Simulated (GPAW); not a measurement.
Consider MgNi3C (Pm-3m).

```
Ni Mg C
1.0
     3.80890    0.00000    0.00000
     0.00000    3.80890    0.00000
     0.00000    0.00000    3.80890
Ni Mg C
3 1 1
Direct
  0.50000 0.50000 0.00000
  0.50000 0.00000 0.50000
  0.00000 0.50000 0.50000
  0.00000 0.00000 0.00000
  0.50000 0.50000 0.50000
```

Absorber: atom 5, with 6 Ni at 1.90 Å (octahedral, site symmetry m-3m). Method: GPAW, LDA, excited-electron core hole (neutral cell), 20-atom cell with 6.6 Å between holes, 5×5×5 k points, dipole transitions, Gaussian full width 0.9 eV up to 4 eV, rising linearly to 3.5 eV at 25 eV.

Question: What does the C K edge look like?

Main maxima up to 24 eV above the zero (height): 0.5 eV (1.51), 3.3 eV (2.58), 6.7 eV (1.59), 16.3 eV (1.52) and 21.1 eV (0.75). A K edge sees empty p states; the first features are C p mixed into the empty d states of the Ni neighbours, and the broad ones above probably into the cations' higher empty bands. The total-energy difference is 279.79 eV. The functional leaves an error in such absolute values: in the free atom LDA prices this hole 2.9 eV below PBE (computed apart), and PBE is itself good to a few eV.

The C K spectrum (energy from the lowest empty level; intensity scaled to a mean of 1 over the first 20 eV):

```tsv
E (eV)	intensity
-2.00	0.00
-1.25	0.00
-0.50	0.14
0.25	1.32
1.00	0.92
1.75	0.61
2.50	1.59
3.25	2.57
4.00	1.84
4.75	1.07
5.50	1.11
6.25	1.44
7.00	1.55
7.75	1.26
8.50	0.76
9.25	0.30
10.00	0.15
10.75	0.17
11.50	0.24
12.25	0.31
13.00	0.41
13.75	0.61
14.50	0.92
15.25	1.26
16.00	1.49
16.75	1.48
17.50	1.23
18.25	0.92
19.00	0.74
19.75	0.70
20.50	0.74
21.25	0.75
22.00	0.71
22.75	0.64
23.50	0.58
24.25	0.55
25.00	0.55
25.75	0.55
26.50	0.53
27.25	0.49
28.00	0.45
28.75	0.40
29.50	0.35
30.25	0.32
31.00	0.31
31.75	0.33
```

The hole lies in one spin channel, while the script sums the empty states of both and takes the lower zero; where the two channels are split, this blurs and shifts the curve. The starting moments shrank to 0.00 μB or less, so this is hardly a magnetic state. The mesh is coarse (0.23 Å⁻¹ between points), so small maxima may be mesh ripples. The structure is a published determination, not relaxed.

[Banner, clock and machine lines of the logs are left out without a mark of their own.]

[Logs are printed without paths, hosts, clocks, repeated set-up lines and the standing remarks that a program may print on its own settings, such as how far it seeks lower states.]

[Hosts, paths, dates, database ids (printed as entryN), source tags and the programs' standing remarks are cut or masked in the printed files.]

[Lists of maxima count a maximum above −3 eV only where it reaches 4 % of the highest in the window and stands out from its surroundings by 2 % of it (1.5 % where it reaches 55 %); shoulders and weaker maxima are passed over, and of the rest the first, up to two pre-edge ones and the few strongest are named.]
